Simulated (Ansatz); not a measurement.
# From PBE to G0W0: Cs2AgBiBr6 (Fm-3m), part 2 of 2

Aim: the quasiparticle gap of Cs2AgBiBr6 (Fm-3m), starting from PBE.

Ansatz 0.2.0; PBE, then G0W0 on it, plane waves, PAW. Known limits of the many-body steps: finite bands, screening cutoff and k mesh; no spin-orbit coupling in G0W0; d shells not analysed; screening cutoff under 40 eV in some runs.

So far. Step 2 (The PBE band structure): Over mesh and path the gap is 1.264 eV, from k = (0.500, 0.000, 0.500) to k = (0.500, 0.500, 0.500). The least direct gap found is 2.343 eV, at k = (0.500, 0.400, 0.600). Step 3 (The quasiparticle correction): Over all 3 irreducible mesh points the G0W0 gap is 2.225 eV, from k = (0.000, -0.500, -0.500) to k = (0.000, 0.000, -0.500). The PBE gap of this run on the mesh is 1.234 eV.

In doubt: one-shot GW on d or f shells is unsure (step 3), so the values of those runs are not to be relied on; masses and optical values from hybrid runs of this build are listed as unsure (in some of the runs), which bears on the screening that GW takes from such a start.

## Step 4: Spin-orbit coupling in PBE

This run has two-component orbitals with spin-orbit coupling.

This step: DFT, PBE with spin-orbit coupling, plane waves, PAW.

File input.yaml:

```yaml
crystal:
  lattice:
    - [0.0, 5.6161, 5.6161]
    - [5.6161, 0.0, 5.6161]
    - [5.6161, 5.6161, 0.0]
  atoms:
    - { symbol: Cs, position: [0.25, 0.25, 0.25] }
    - { symbol: Cs, position: [0.75, 0.75, 0.75] }
    - { symbol: Ag, position: [0.5, 0.5, 0.5] }
    - { symbol: Bi, position: [0.0, 0.0, 0.0] }
    - { symbol: Br, position: [0.25055, 0.74945, 0.25055] }
    - { symbol: Br, position: [0.25055, 0.74945, 0.74945] }
    - { symbol: Br, position: [0.74945, 0.25055, 0.74945] }
    - { symbol: Br, position: [0.74945, 0.25055, 0.25055] }
    - { symbol: Br, position: [0.25055, 0.25055, 0.74945] }
    - { symbol: Br, position: [0.74945, 0.74945, 0.25055] }
kpoints:
  mp_grid: { grid: [4, 4, 4] }
  band_path:
    path:
      - [0.0, 0.0, 0.0]
      - [0.5, 0.0, 0.5]
      - [0.625, 0.25, 0.625]
      - [0.375, 0.375, 0.75]
      - [0.5, 0.5, 0.5]
      - [0.5, 0.25, 0.75]
      - [0.5, 0.4, 0.6]
    npoints: 1
hamiltonian:
  xc: pbe
scf:
  occupations: { method: fermi_dirac, width: 0.02 }
  n_extra_bands: 14
magnetization:
  noncollinear: true
  spin_orbit: true
output:
  eigenvalues: true
  forces: true
  stress: true
  write_density: true
  write_potential: true
  elf: true
  volumetric_format: npy
```

Run with:

```console
ansatz run input.yaml --threads 3 --pin off --max-ram 92160MiB --backend cuda --events-out ev --progress --plain --runs-dir out --devices 1 --max-vram 13GiB  # rebuilt from the run's record
```

Numbers of over 12 decimals in the logs are rounded to 6 here.

What it wrote:

```text
[...]
GPUs: using 1 of 1 available (devices: 1).
[...]
non-collinear run that drives no moment, with spin-orbit: no starting moment large enough to seed its density (crystal.atoms[].spin), no starting occupations that ask for one, no magnetisation constraint and no magnetic field, so the semilocal B_xc is pinned to zero
[...]
GPU FFT provider: cuFFT
GPU libraries: cuBLAS 13.8.2, cuFFT 12.4.0, cuSOLVER 12.3.4
Crystal: 10 atoms, lattice volume = 354.270 Å³
Basis set: ecut = 420 eV, 6879 PW (Γ), exchange–correlation on 108×108×108 points (8 copies of the dense FFT grid, shifted against one another)
Bands: 108, of which v1, the nominal top of the filled ones, is band 94 counted from 1 (93 counted from 0)
Symmetry: 48 space group operations + 48 with time reversal
[...]
k-points: 8 of 64
Projection manifold: j_resolved (fully-relativistic pseudo-atomic orbitals)
[...]
GPU buffer pool allocated for 157464 grid points (all kernels)
[...]
SCF iter   1: F=—  HF=-48095.982869 eV  |F-HF|=—  |Δ(HF+E_count)|=         —  Δρ=2.75e-2  dr2=5.68e0  dr2_m=0.00e0 (ungated)  ethr=3.10e-3  |M|=0.00e0 ∫|m|=0.00e0 μB  |m|>n=0.0e0 m-floor=0.0e0 τ_xc=0.0e0  β_m=0.30  ⟨swp⟩=10.1  Hψ=2284  notcnv=0  defer=8
[...]
spin=Noncollinear: Resta preconditioning applied to the charge; magnetization (m_x, m_y, m_z) channels mix plain (no charge-response kernel on spin).
[...]
site 6: m = (+0.0000, +0.0000, +0.0000) μB, |m| = 0.0000 μB  (R = 1.16 Å)
  site 7: m = (+0.0000, +0.0000, +0.0000) μB, |m| = 0.0000 μB  (R = 1.16 Å)
  site 8: m = (+0.0000, +0.0000, +0.0000) μB, |m| = 0.0000 μB  (R = 1.16 Å)
  site 9: m = (+0.0000, +0.0000, +0.0000) μB, |m| = 0.0000 μB  (R = 1.16 Å)
Free energy (F): -48093.598689 eV
[...]
Internal energy: -48093.598689 eV  (E = F + TS)
E sigma→0 (E₀):  -48093.598689 eV
Fermi energy:    4.992165 eV
[...]
--- Forces (eV/Å), atoms counted from 1 ---
  atom   1  Cs    -0.00000000     0.00000000    -0.00000000
  atom   2  Cs    -0.00000000    -0.00000000     0.00000000
  atom   3  Ag     0.00000000    -0.00000000    -0.00000000
  atom   4  Bi    -0.00000000     0.00000000    -0.00000000
  atom   5  Br     0.00000000     0.36244943     0.00000000
  atom   6  Br    -0.36244943     0.00000000    -0.00000000
  atom   7  Br    -0.00000000    -0.36244943     0.00000000
  atom   8  Br     0.36244943    -0.00000000    -0.00000000
  atom   9  Br     0.00000000    -0.00000000     0.36244943
  atom  10  Br    -0.00000000     0.00000000    -0.36244943
  max |Σ_I F_I| component: 3.33e-16 eV/Å
--- Stress (GPa, compression-positive) ---
        1.925575       0.000000       0.000000
       -0.000000       1.925575      -0.000000
       -0.000000      -0.000000       1.925575
  P = ⅓ Tr σ = 1.9256 GPa (19.256 kbar)
--- Band table (eV; the first three rows and the last of 8) ---
  k-point 0: bands = [... 90 lower, 3.7649, 3.7649, 3.7649, 3.7649, 5.7103, 5.7103, 7.2085, 7.2085, ... 10 higher]
  k-point 1: bands = [... 90 lower, 3.2341, 3.2341, 3.4758, 3.4758, 5.8308, 5.8308, 7.2914, 7.2914, ... 10 higher]
  k-point 2: bands = [... 90 lower, 3.1814, 3.1814, 3.3103, 3.3103, 5.5176, 5.5176, 7.7372, 7.7372, ... 10 higher]
  k-point 7: bands = [... 90 lower, 3.1581, 3.1581, 4.3692, 4.3692, 6.3125, 6.3125, 7.5948, 7.5948, ... 10 higher]
[key lines of the parts left out:]
SCF converged after 9 iterations
Magnetization: |M| = 0.0000 μB,  M = (+0.0000, +0.0000, +0.0000) μB
```

The job ended after 11 s (1 × NVIDIA H100 80GB HBM3 (shared by 6 runs) with 3 threads of AMD EPYC 7R13 (Zen 3), shared host; peak memory 1.5 GiB; 17 s of CPU time).

Numbers from this step:

```yaml
pressure: 1.926 GPa
gap: 1.045 eV
valence_top_at: X
conduction_bottom_at: L
least_direct_gap: 1.776 eV
```

Over mesh and listed points the gap is 1.045 eV, from k = (0.500, 0.000, 0.500) to k = (0.500, 0.500, 0.500). The least direct gap found is 1.776 eV, at k = (0.500, 0.000, 0.500). PBE+SOC against PBE: 1.045 − 1.264 = −0.219 eV, with the same mesh, set of files (read in its fully relativistic form for the spin-orbit run) and cutoff, and both edges at the same k points. The spin-orbit run sees mesh and listed points alone, so its gap is an upper bound: the coupling can move an edge off these points, and the change over the zone, its sign included where it is small, is not known.

## Step 5: Side by side

Each gap is the least one over the points named; times are wall times on shared hosts, not benchmarks. A G0W0 time includes the run's own self-consistent start. Runs with listed points see these and the mesh alone, so an edge that moves elsewhere is missed. Rows marked * are further runs, not shown as steps, whose inputs differ from the G0W0 step on the same start in the columns given; solver thresholds can differ too. Symmetry makes (0.500, 0.000, 0.500) and (0.000, -0.500, -0.500) one point. Symmetry makes (0.500, 0.500, 0.500) and (0.000, 0.000, -0.500) one point.

| level | mesh | files, cutoff | bands summed, screening | points | gap (eV) | valence top | conduction bottom | least direct gap (eV) | time |
| --- | --- | --- | --- | --- | --- | --- | --- | --- | --- |
| PBE | 4×4×4 | soft_2 PAW, 420 eV | - | mesh and path | 1.264 | (0.500, 0.000, 0.500) | (0.500, 0.500, 0.500) | 2.343 | 6.5 s |
| PBE+SOC | 4×4×4 | soft_2 PAW, 420 eV | - | mesh and listed points | 1.045 | (0.500, 0.000, 0.500) | (0.500, 0.500, 0.500) | 1.776 | 11 s |
| G0W0@PBE* | 2×2×2 | soft_2 PAW, 420 eV | 220, 36 eV | all 3 irreducible mesh points | 2.257 | (0.000, -0.500, -0.500) | (0.000, 0.000, -0.500) | 3.711 | 9.6 s |
| G0W0@PBE* | 2×2×2 | soft_2 PAW, 420 eV | 538, 72 eV | all 3 irreducible mesh points | 2.152 | (0.000, -0.500, -0.500) | (0.000, 0.000, -0.500) | 3.684 | 12 s |
| G0W0@PBE | 2×2×2 | soft_2 PAW, 420 eV | 1104, 120 eV | all 3 irreducible mesh points | 2.225 | (0.000, -0.500, -0.500) | (0.000, 0.000, -0.500) | 3.748 | 13 s |
| G0W0@PBE* | 2×2×2 | soft_2 PAW, 420 eV | 1104, 120 eV, plasmon pole | all 3 irreducible mesh points | 2.193 | (0.000, -0.500, -0.500) | (0.000, 0.000, -0.500) | 3.750 | 24 s |

## Step 6: Outcome

```
PBE gap over mesh and path                      : 1.264 eV, from k = (0.500, 0.000, 0.500) to k = (0.500, 0.500, 0.500)
G0W0@PBE gap over all 3 irreducible mesh points : 2.225 eV, from k = (0.000, -0.500, -0.500) to k = (0.000, 0.000, -0.500)
PBE+SOC gap over mesh and listed points         : 1.045 eV
GW settings                                     : 2×2×2 mesh, 1057 empty bands, screening to 120 eV
known limits                                    : finite bands, screening cutoff and k mesh; no spin-orbit coupling in G0W0; d shells not analysed; screening cutoff under 40 eV in some runs
```

**Reading.** Over all 3 irreducible mesh points the G0W0 gap is 2.225 eV, from k = (0.000, -0.500, -0.500) to k = (0.000, 0.000, -0.500). The PBE gap of this run on the mesh is 1.234 eV. The two states that bound the G0W0 gap lie that far apart at the start, so the correction of the gap is 2.225 − 1.234 = +0.991 eV. The valence state moves by 3.781 − 4.467 = −0.686 eV and the conduction state by 6.006 − 5.701 = +0.305 eV, on the run's own scale; with 220 bands the edge states move by −0.140 and +0.883 eV, so the split between the edges depends on the bands and cutoff. Both edges that PBE shows over mesh and path lie at k points where levels were corrected. Levels at other points were not corrected, so a lower G0W0 gap elsewhere in the zone is not ruled out. From 220 bands and 36 eV to 1104 bands and 120 eV the gap moves by 2.225 − 2.257 = −0.032 eV (rung by rung 2.257, 2.152, 2.225 eV); bands and screening cutoff rise together, so their parts are not told apart. The gap turns back along the series (2.257, 2.152, 2.225 eV), so no line is drawn and the limit is not known. With the plasmon pole model in place of the contour deformation model and all else as in the G0W0@PBE row with 1104 bands, the gap differs by 2.193 − 2.225 = −0.032 eV. G0W0 on other starts in this series, not shown as steps and not all at these settings: 2.753 eV on HSE06 (2×2×2, soft_2 PAW, 1104 bands, 120 eV) and 2.969 eV on PBE0 (2×2×2, soft_2 PAW, 1104 bands, 120 eV). PBE+SOC against PBE: 1.045 − 1.264 = −0.219 eV, with the same mesh, set of files (read in its fully relativistic form for the spin-orbit run) and cutoff, and both edges at the same k points. The spin-orbit run sees mesh and listed points alone, so its gap is an upper bound: the coupling can move an edge off these points, and the change over the zone, its sign included where it is small, is not known. What spin-orbit coupling does to the G0W0 levels was not computed, so no sum with the G0W0 gap is formed. The G0W0 runs are scalar-relativistic. One-shot GW is known to converge slowly in bands for compounds with shallow d shells. The cell holds Ag; the filling of the d shell and its place against the gap were not analysed here. No pair of G0W0 runs that differ in the mesh alone is shown (2×2×2 is a supercell whose nearest images lie 16 Å apart), so the error from the mesh is not known here. G0W0@PBE runs of this series with other atomic data on the same mesh, not shown as steps, give 2.265 eV (hard PAW, 680 eV, 1648 bands, screening to 156 eV); where bands and cutoffs differ too, the part of the files is not isolated. A screening cutoff under 40 eV is crude: G0W0@PBE with 220 bands at 36 eV.

[Paths, hosts, dates, memory and timing lines, banners, echoed tables and standing remarks are left out of the program output.]

[Logs are printed without paths, hosts, clocks, repeated set-up lines and the standing remarks that a program may print on its own settings, such as how far it seeks lower states.]

[Runs of the session that timed out or met a known fault of the program may be left out.]

[Cells called generated may have been cut or substituted from an entry of the Crystallography Open Database or the Materials Project.]

[Hosts, paths, dates, database ids (printed as entryN), source tags and the programs' standing remarks are cut or masked in the printed files.]

[Where an RPA ε∞ is given, it is that of the G0W0 mesh and is not shown converged in it. Names of k-points follow the symmetry that the program found, which can be lower than the space group named. Band edges on a path are those of the sampled points; other points can move an edge, and change direct to indirect where valleys lie close.]

[Hybrid gaps are those of their k-mesh and are not shown converged in it.]
